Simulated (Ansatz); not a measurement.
# LiH (Fm-3m): lattice thermal conductivity

How well does the lattice of LiH conduct heat?

What experiment has found for this phase:
- thermal conductivity 15 W/m/K near room temperature (given in “Combining the AFLOW GIBBS and Elastic Libraries to efficiently and robustly screen thermo-mechanical properties of solids”, 2017, arXiv:1611.05714)
- thermal conductivity 15 W/m/K near room temperature (given in “Predicting the lattice thermal conductivity of solids by solving the Boltzmann transport equation: AFLOW - AAPL an automated, accurate and efficient framework”, 2017, arXiv:1611.05481)

Calculated with Ansatz 0.2.0; DFT LDA, scalar-relativistic, plane waves, PAW; PAW set soft_1.

The database entry behind the starting cell differs from later determinations by our own check (the deuteride, about 0.2 % short), so it need not match the best structure at ambient conditions.

### Step 1. The starting structure

The structure is cubic, space group Fm-3m (No. 225). Conventional cell: a = 4.074 Å, b = 4.074 Å, c = 4.074 Å, α = 90.00°, β = 90.00°, γ = 90.00°. Nearest to Li lie 6 H at 2.04 Å. H has 6 Li at 2.04 Å nearest. Farther neighbours are not listed.

### Step 2. Probe on a coarse mesh

A cheap single point shows whether the cell is a metal or an insulator and how far it is from rest; that sets the k-mesh and the occupations of what follows.

input.yaml reads:

```yaml
crystal:
  lattice:
    - [0.0, 2.03675, 2.03675]
    - [2.03675, 0.0, 2.03675]
    - [2.03675, 2.03675, 0.0]
  atoms:
    - { symbol: Li, position: [0.0, 0.0, 0.0] }
    - { symbol: H, position: [0.5, 0.5, 0.5] }
kpoints:
  mp_grid: { grid: [8, 8, 8] }
hamiltonian:
  xc: lda
  pseudopotentials: { kind: paw, azcp: { folder: soft_1 }, xc_functional: pbe }
scf:
  occupations: { method: gaussian, width: 0.1 }
  lower_state_search: "off"
output:
  forces: true
  stress: true
  eigenvalues: true
```

Started as:

```sh
$ ansatz run input.yaml --threads 18 --pin off --max-ram 92160MiB --backend cuda --events-out ev --progress --plain --runs-dir out
```

Numbers of over 12 decimals in the logs are rounded to 6 here.

The log of the run:

```text
Engine: ansatz 0.2.0, aarch64-unknown-linux-gnu
Pseudopotentials: kind: paw
Pseudopotential: Li, paw, valence charge 3, recommended cutoff 420 eV (normal), soft_1/Li.paw.azcp
Pseudopotential: H, paw, valence charge 1, recommended cutoff 420 eV (normal), soft_1/H.paw.azcp
Functional definition: SPW92
  exchange = slater_x
  correlation = pw_c
device memory: the entry about to start is reckoned to put 0.5 GiB on a device that reports 182.5 GiB free
GPU FFT provider: cuFFT
GPU libraries: cuBLAS 13.8.1, cuFFT 12.4.0, cuSOLVER 12.3.2
GPU matrix products: emulated (plane waves: as basis.precision tells), large ones in fixed point in workspaces of 1.00 GiB
Crystal: 2 atoms, lattice volume = 16.898 Å³
Basis set: ecut = 420 eV, 331 PW (Γ)
Bands: 6, of which v1, the nominal top of the filled ones, is band 2 counted from 1 (1 counted from 0)
Symmetry: 48 space group operations
Space group: Fm-3m (ITA 225), of the structure as read, at distance tolerance 2.6e-5 Å
k-points: 29 of 512
Non-local potential: Li, projectors of the file, l = 0: 3, l = 1: 2, l = 2: 1
Non-local potential: H, projectors of the file, l = 0: 2, l = 1: 1
PAW form: soft (Blöchl's): semilocal exchange-correlation on the pseudo side does not see the compensation charge
PAW one-centre angular grid: Li, 110 points (default); XC on 64 Gauss nodes
PAW one-centre angular grid: H, 110 points (default); XC on 64 Gauss nodes
Initial density: superposition of atomic densities (chi_scale 0.1, normalization cell, long waves kept (reshape's long-wave potential 0.00 eV rms))
Initial wavefunctions: pseudopotential atomic-orbital guess
GPU buffer pool allocated for 8000 grid points (all kernels)
GPU transforms: local potential and band sums: pruned to the plane-wave sphere, on 20×20×20
Functional: x = slater, c = lda
SCF iter   1: F=—  HF=-218.320202 eV  |F-HF|=—  |Δ(HF+E_count)|=         —  Δρ=4.92e-2  dr2=3.88e-1  ethr=3.10e-3  ⟨swp⟩=4.6  Hψ=1367  notcnv=0
preconditioner: auto → none  [insulator: Δε(μ)=3.337 eV  Ē_g=13.902 eV  σ=0.100 eV  W_gap=1.00  n_scr=0 (ndim 8)  ℏωp=12.8 eV  f_vac=0.000  D(μ)=0.00/eV (n_scr^D=0)  ε∞_Penn≈1.8]
SCF iter   2: F=—  HF=-218.196223 eV  |F-HF|=—  |Δ(HF+E_count)|=   1.24e-1  Δρ=1.40e-2  dr2=3.47e-2  ethr=3.10e-3  ⟨swp⟩=2.0  Hψ=506  notcnv=0
SCF iter   3: F=—  HF=-218.187168 eV  |F-HF|=—  |Δ(HF+E_count)|=   9.05e-3  Δρ=1.57e-3  dr2=1.53e-4  ethr=8.67e-4  ⟨swp⟩=2.6  Hψ=294  notcnv=0
SCF iter   4: F=—  HF=-218.187373 eV  |F-HF|=—  |Δ(HF+E_count)|=   2.05e-4  Δρ=6.06e-5  dr2=6.53e-7  ethr=3.82e-6  ⟨swp⟩=1.9  Hψ=205  notcnv=0
SCF iter   5: F=—  HF=-218.187371 eV  |F-HF|=—  |Δ(HF+E_count)|=   2.72e-6  Δρ=3.49e-6  dr2=6.30e-10  ethr=2.50e-9  ⟨swp⟩=4.9  Hψ=868  notcnv=0
SCF iter   6: F=-218.187371 eV  HF=-218.187371 eV  |F-HF|=8.81e-12  |Δ(HF+E_count)|=  6.28e-10  Δρ=2.37e-7  dr2=3.91e-12  ethr=1.58e-11  ⟨swp⟩=1.0  Hψ=493  notcnv=0
SCF 1 converged in 6 iterations: F = -218.187371 eV  dr2 = 3.91e-12
  greatest PAW one-centre occupation: 1.000 electrons in one spin orbital (limit 2), on the Li atom at site 0 (counted from 0), in its partial waves of l = 0
SCF converged after 6 iterations
Free energy (F): -218.187371 eV
Harris-Foulkes:  -218.187371 eV  (|F-HF|=8.81e-12)
Internal energy: -218.187371 eV  (E = F + TS)
E sigma→0 (E₀):  -218.187371 eV
Fermi energy:    1.773985 eV
--- Per-component energies (eV) ---
  E_band       = -89.754836
  E_kinetic    = 29.315457
  E_local      = -132.459479  (includes V_loc(G=0)·N_el)
  E_nonlocal   = -18.845648
  E_hartree    = 36.176057
  E_xc         = -17.718564
  E_vxc        = -23.105694  (∫ρ·V_xc dr)
  E_paw        = -22.061793  (= ΣΔE_a)
  E_vpaw       = -17.011116  (= ΣTr[D̂ρ^β])
  E_aug_tail   = -0.000484  (compensation charges beyond the density's cutoff)
  E_ewald      = -92.592916
  E_smearing   = -0.000000  (= −TS)
  E_closure    = -0.000000  (closes the sum)
  Σ components = -218.187371   (vs F -218.187371, Δ=0.00e0)
--- Forces (eV/Å), atoms counted from 1 ---
  atom   1  Li     0.00000000    -0.00000000    -0.00000000
  atom   2  H      0.00000000     0.00000000    -0.00000000
  max |Σ_I F_I| component: 5.05e-29 eV/Å
--- Stress (GPa, compression-positive) ---
       -4.086152       0.000000       0.000000
       -0.000000      -4.086152      -0.000000
       -0.000000       0.000000      -4.086152
  P = ⅓ Tr σ = -4.0862 GPa (-40.862 kbar)
--- Band table (eV; the first three rows and the last of 29) ---
  k-point 0: bands = ["-43.0294", "-4.9311", "15.9578", "17.3688", "17.3688", "17.3688"]
  k-point 1: bands = ["-43.0230", "-4.6627", "13.6855", "16.2866", "16.8545", "16.8545"]
  k-point 2: bands = ["-43.0076", "-3.8913", "9.6460", "14.9011", "16.1869", "16.1869"]
  k-point 28: bands = ["-42.9722", "0.2156", "5.3112", "5.3112", "11.5496", "17.1681"]
```

Run time: 4 s. Hardware: 1 × NVIDIA GB200 with 18 threads of Arm Neoverse V2, shared host; peak memory 0.98 GiB.

In the SCF lines HF is the Harris–Foulkes energy and dr2 the Hartree energy of the density residual, in eV; the loop may stop once dr2 is under the threshold and the program's other checks hold. Hψ counts applications of the Hamiltonian.

This step gave:

| Item | Value |
| --- | --- |
| pressure | -4.086 GPa |
| gap on the k-mesh | 2.656 eV |
| volume per atom | 8.449 Å³/atom |

The start is under -4.1 GPa at this level and looks like an insulator or semiconductor on this mesh.

### Step 3. Finding the static equilibrium

Phonons are second derivatives about a minimum, so cell and atoms are relaxed first, inside the symmetry of the start.

input.yaml, the sections that differ from step 2:

```yaml
kpoints:
  mp_grid: { grid: [10, 10, 10] }
scf:
  occupations: { method: gaussian, width: 0.02 }
  lower_state_search: "off"
relax:
  adjacent_minimum: "off"
  f_tol: 0.005
  max_steps: 80
  cell: { stress_tol: 0.05 }
# crystal, hamiltonian, output: as in step 2
```

The log of the run:

```text
[...]
Crystal: 2 atoms, lattice volume = 16.898 Å³
Basis set: ecut = 420 eV, 331 PW (Γ)
Bands: 6, of which v1, the nominal top of the filled ones, is band 2 counted from 1 (1 counted from 0)
Symmetry: 48 space group operations
[...]
k-points: 47 of 1000
[...]
SCF iter   1: F=—  HF=-218.320233 eV  |F-HF|=—  |Δ(HF+E_count)|=         —  Δρ=4.92e-2  dr2=3.88e-1  ethr=3.10e-3  ⟨swp⟩=3.7  Hψ=2268  notcnv=0
[...]
SCF iter   2: F=—  HF=-218.196317 eV  |F-HF|=—  |Δ(HF+E_count)|=   1.24e-1  Δρ=1.40e-2  dr2=3.46e-2  ethr=3.10e-3  ⟨swp⟩=2.0  Hψ=822  notcnv=0
[...]
SCF iter   6: F=-218.187485 eV  HF=-218.187485 eV  |F-HF|=4.97e-12  |Δ(HF+E_count)|=  5.84e-10  Δρ=2.11e-7  dr2=3.08e-12  ethr=1.62e-11  ⟨swp⟩=1.0  Hψ=799  notcnv=0
SCF 1 converged in 6 iterations: F = -218.187485 eV  dr2 = 3.08e-12
[...]
relax step   1: F+E_penalty+E_count = -218.18748514 eV  Δ(F+E_penalty+E_count) = +0.000e0 eV  max|allowed force component| = 1.998e-29 eV/Å  Δτ_max = 0.0000 Å  P = -4.091 GPa  Ω = 16.898 Å³  (6 SCF iters, dr2 threshold 1.00e-7 eV, accepted)
[...]
Crystal: 2 atoms, lattice volume = 15.399 Å³
Basis set: ecut = 420 eV, 307 PW (Γ)
[...]
iter 1 solved again at ethr=1.13e-4 eV; its pass at ethr=3.10e-3 eV (dr2=4.54e-3 eV) is discarded
[...]
SCF iter   2: F=—  HF=-218.213959 eV  |F-HF|=—  |Δ(HF+E_count)|=   1.55e-3  Δρ=1.68e-3  dr2=4.22e-4  ethr=1.13e-4  ⟨swp⟩=2.0  Hψ=414  notcnv=0
[...]
SCF iter   5: F=-218.213824 eV  HF=-218.213824 eV  |F-HF|=2.19e-11  |Δ(HF+E_count)|=  5.61e-10  Δρ=7.22e-7  dr2=3.93e-11  ethr=8.41e-11  ⟨swp⟩=1.5  Hψ=739  notcnv=0
SCF 2 converged in 5 iterations: F = -218.213824 eV  dr2 = 3.93e-11
relax step   2: F+E_penalty+E_count = -218.21382444 eV  Δ(F+E_penalty+E_count) = -2.634e-2 eV  max|allowed force component| = 2.356e-28 eV/Å  Δτ_max = 0.0000 Å  P = -1.171 GPa  Ω = 15.399 Å³  energy of the carried Pulay correction = +7.547e-4 eV  (5 SCF iters, dr2 threshold 2.00e-7 eV, accepted)
[...]
Crystal: 2 atoms, lattice volume = 14.870 Å³
[...]
SCF iter   4: F=-218.215779 eV  HF=-218.215779 eV  |F-HF|=1.28e-10  |Δ(HF+E_count)|=   4.13e-7  Δρ=2.69e-6  dr2=5.72e-10  ethr=4.44e-9  ⟨swp⟩=4.0  Hψ=1361  notcnv=0
SCF 3 converged in 4 iterations: F = -218.215779 eV  dr2 = 5.72e-10
relax step   3: F+E_penalty+E_count = -218.21577931 eV  Δ(F+E_penalty+E_count) = -1.955e-3 eV  max|allowed force component| = 3.450e-28 eV/Å  Δτ_max = 0.0000 Å  P = +0.193 GPa  Ω = 14.870 Å³  energy of the carried Pulay correction = +1.038e-3 eV  (4 SCF iters, dr2 threshold 2.00e-7 eV, accepted)
[...]
relax step   4: F+E_penalty+E_count = -218.21578197 eV  Δ(F+E_penalty+E_count) = -2.664e-6 eV  max|allowed force component| = 5.493e-26 eV/Å  Δτ_max = 0.0000 Å  P = -0.007 GPa  Ω = 14.943 Å³  energy of the carried Pulay correction = +9.984e-4 eV  (3 SCF iters, dr2 threshold 9.35e-8 eV, accepted)
[...]
SCF iter   1: F=—  HF=-218.215020 eV  |F-HF|=—  |Δ(HF+E_count)|=         —  Δρ=2.18e-4  dr2=6.52e-7  ethr=1.53e-8  ⟨swp⟩=2.3  Hψ=3133  notcnv=0
[...]
SCF iter   2: F=—  HF=-218.215021 eV  |F-HF|=—  |Δ(HF+E_count)|=   1.20e-6  Δρ=1.08e-4  dr2=1.51e-7  ethr=1.53e-8  ⟨swp⟩=1.0  Hψ=282  notcnv=0
[...]
SCF iter   4: F=-218.215021 eV  HF=-218.215021 eV  |F-HF|=3.69e-13  |Δ(HF+E_count)|=  1.18e-10  Δρ=1.04e-7  dr2=2.12e-13  ethr=1.00e-12  ⟨swp⟩=4.1  Hψ=706  notcnv=0
SCF 5 converged in 4 iterations: F = -218.215021 eV  dr2 = 2.12e-13
relax step   5: F+E_penalty+E_count = -218.21502146 eV  Δ(F+E_penalty+E_count) = +7.605e-4 eV  max|allowed force component| = 4.880e-28 eV/Å  Δτ_max = 0.0000 Å  P = -0.045 GPa  Ω = 14.943 Å³  stress off target by 4.51e-2 GPa  SCF on the basis re-selected at this cell (its energy is not comparable with the rows above)  (4 SCF iters)
basis re-selected at this cell: Δ(F+E_penalty+E_count) = +7.605e-4 eV, ΔP = -0.038 GPa vs the last step (what re-selecting the basis moved, of the pressure what is left beyond the Pulay correction that the steps carried, after the strain that the cell walked since its last selection, with what the two solves' SCF thresholds leave and, on support functions, any second-order correction that the steps lacked; it is no m [...]
SCF converged after 4 iterations
Free energy (F): -218.215021 eV
[...]
Internal energy: -218.215021 eV  (E = F + TS)
E sigma→0 (E₀):  -218.215021 eV
Fermi energy:    2.382401 eV
[...]
--- Stress (GPa, compression-positive) ---
       -0.045091       0.000000       0.000000
        0.000000      -0.045091       0.000000
        0.000000       0.000000      -0.045091
  P = ⅓ Tr σ = -0.0451 GPa (-0.451 kbar)
--- Band table (eV; the first three rows and the last of 47) ---
[...]
--- Relaxed structure (4 steps of the walk, 4 accepted, 1 SCFs on fresh bases) ---
  F+E_penalty+E_count = -218.21502146 eV   max|allowed force component| = 4.880e-28 eV/Å   (the final SCF, on the basis selected at the relaxed cell)
  cell:  # Å, volume = 14.9425 Å³
    - [0, 1.954930, 1.954930]
    - [1.954930, 0, 1.954930]
    - [1.954930, 1.954930, 0]
  atoms:
    - { symbol: Li, position: [0, 0, 0] }
    - { symbol: H, position: [0.5, 0.5, 0.5] }
```

It took 4.6 s on 1 × NVIDIA GB200 with 18 threads; peak memory 1 GiB; 5.2 s of CPU time.

Relaxation path:

```csv
step,energy less that of the first step (eV),largest force component (eV/Å),pressure (GPa),volume (Å³)
1,0.0000,0.0000,-4.09,16.90
2,-0.0263,0.0000,-1.17,15.40
3,-0.0283,0.0000,0.19,14.87
4,-0.0283,0.0000,-0.01,14.94
5*,-0.0275,0.0000,-0.05,14.94
```

Relaxation steps marked * repeat the geometry before them on a plane-wave basis chosen anew for their cell, so energy and pressure can jump there.

The run keeps the 48 symmetry operations that it works with, so distortions that break them were not tested.

```
conventional cell, symmetrised  before  after   change
                         a (Å)   4.074  3.910   -4.0 %
                         b (Å)   4.074  3.910   -4.0 %
                         c (Å)   4.074  3.910   -4.0 %
              volume (Å³/atom)    8.45   7.47  -11.6 %
```

The relaxed structure:

```cif
data_structure
_symmetry_space_group_name_H-M 'P 1'
_symmetry_Int_Tables_number 1
_cell_length_a 2.7647
_cell_length_b 2.7647
_cell_length_c 2.7647
_cell_angle_alpha 60.000
_cell_angle_beta 60.000
_cell_angle_gamma 60.000
_cell_volume 14.94
loop_
_atom_site_label
_atom_site_type_symbol
_atom_site_fract_x
_atom_site_fract_y
_atom_site_fract_z
_atom_site_occupancy
Li1 Li 0.00000 0.00000 0.00000 1
H2 H 0.50000 0.50000 0.50000 1
```

This step gave:

```yaml
pressure: -0.04509 GPa
gap_on_the_k_mesh: 2.541 eV
volume_per_atom: 7.471 Å³/atom
```

The relaxation ends with a pressure of -0.05 GPa.

### Step 4. A second relaxation

The relaxation is run once more from where the first one ended, as the script does after a large change of volume or of the gap, with mesh and occupations reviewed.

input.yaml, as its differences from that of step 3:

```diff
@@ -2,5 +2,5 @@
   lattice:
-    - [0.0, 2.03675, 2.03675]
-    - [2.03675, 0.0, 2.03675]
-    - [2.03675, 2.03675, 0.0]
+    - [0.0, 1.9549304428, 1.9549304428]
+    - [1.9549304428, 0.0, 1.9549304428]
+    - [1.9549304428, 1.9549304428, 0.0]
   atoms:
```

The log of the run:

```text
[...]
GPU FFT provider: cuFFT
GPU libraries: cuBLAS 13.8.1, cuFFT 12.4.0, cuSOLVER 12.3.2
[...]
Crystal: 2 atoms, lattice volume = 14.943 Å³
Basis set: ecut = 420 eV, 283 PW (Γ)
Bands: 6, of which v1, the nominal top of the filled ones, is band 2 counted from 1 (1 counted from 0)
Symmetry: 48 space group operations
[...]
k-points: 47 of 1000
[...]
P = ⅓ Tr σ = -0.0451 GPa (-0.451 kbar)
--- Band table (eV; the first three rows and the last of 47) ---
[...]
--- Relaxed structure (1 steps of the walk, 1 accepted, 1 SCFs on fresh bases) ---
[...]
cell:  # Å, volume = 14.9425 Å³
    - [0.0, 1.9549304428, 1.9549304428]
    - [1.9549304428, 0.0, 1.9549304428]
    - [1.9549304428, 1.9549304428, 0.0]
  atoms:
    - { symbol: Li, position: [0.0, 0.0, 0.0] }
    - { symbol: H, position: [0.5, 0.5, 0.5] }
[key lines of the parts left out:]
SCF converged after 2 iterations
Free energy (F): -218.215021 eV
Fermi energy:    2.382400 eV
```

It took 2.6 s on 1 × NVIDIA GB200 with 18 threads; peak memory 1 GiB.

Little changed from the start: no atom moved by 0.005 Å and no cell edge by 0.1 %.

### Step 5. Relaxing to small residual forces and stress

The thresholds are tightened for a last relaxation ahead of the phonons, and where mesh or smearing change with them the cell follows.

input.yaml, the sections that differ from step 4:

```yaml
scf:
  occupations: { method: fixed }
  lower_state_search: "off"
relax:
  adjacent_minimum: "off"
  f_tol: 0.001
  max_steps: 60
  cell: { stress_tol: 0.01 }
# crystal, kpoints, hamiltonian, output: as in step 4
```

The log of the run:

```text
[...]
GPU FFT provider: cuFFT
GPU libraries: cuBLAS 13.8.1, cuFFT 12.4.0, cuSOLVER 12.3.2
[...]
Crystal: 2 atoms, lattice volume = 14.943 Å³
Basis set: ecut = 420 eV, 283 PW (Γ)
Bands: 6, of which v1, the nominal top of the filled ones, is band 2 counted from 1 (1 counted from 0)
Symmetry: 48 space group operations
[...]
k-points: 47 of 1000
[...]
-0.000000      -0.000000      -0.000541
  P = ⅓ Tr σ = -0.0005 GPa (-0.005 kbar)
--- Band table (eV; the first three rows and the last of 47) ---
[...]
--- Relaxed structure (3 steps of the walk, 3 accepted, 1 SCFs on fresh bases) ---
[...]
cell:  # Å, volume = 14.9261 Å³
    - [0, 1.954213, 1.954213]
    - [1.954213, 0, 1.954213]
    - [1.954213, 1.954213, 0]
  atoms:
    - { symbol: Li, position: [0, 0, 0] }
    - { symbol: H, position: [0.5, 0.5, 0.5] }
[key lines of the parts left out:]
SCF converged after 3 iterations
Free energy (F): -218.215017 eV
Fermi energy:    1.118452 eV
```

Elapsed: 3.1 s, on 1 × NVIDIA GB200 with 18 threads; peak memory 1 GiB.

Little changed from the start: no atom moved by 0.005 Å and no cell edge by 0.1 %.

This step gave:

```yaml
pressure: -5.41e-4 GPa
gap_on_the_k_mesh: 2.539 eV
volume_per_atom: 7.463 Å³/atom
```

The residual pressure is -5.4e-4 GPa, small enough for phonons.

[end of part 1 of 3]

[Logs are printed without paths, hosts, clocks, repeated set-up lines and the standing remarks that a program may print on its own settings, such as how far it seeks lower states.]

[Hosts, paths, dates, database ids (printed as entryN), source tags and the programs' standing remarks are cut or masked in the printed files.]

[A step with changed settings may run another functional than the one named; its input shows which.]
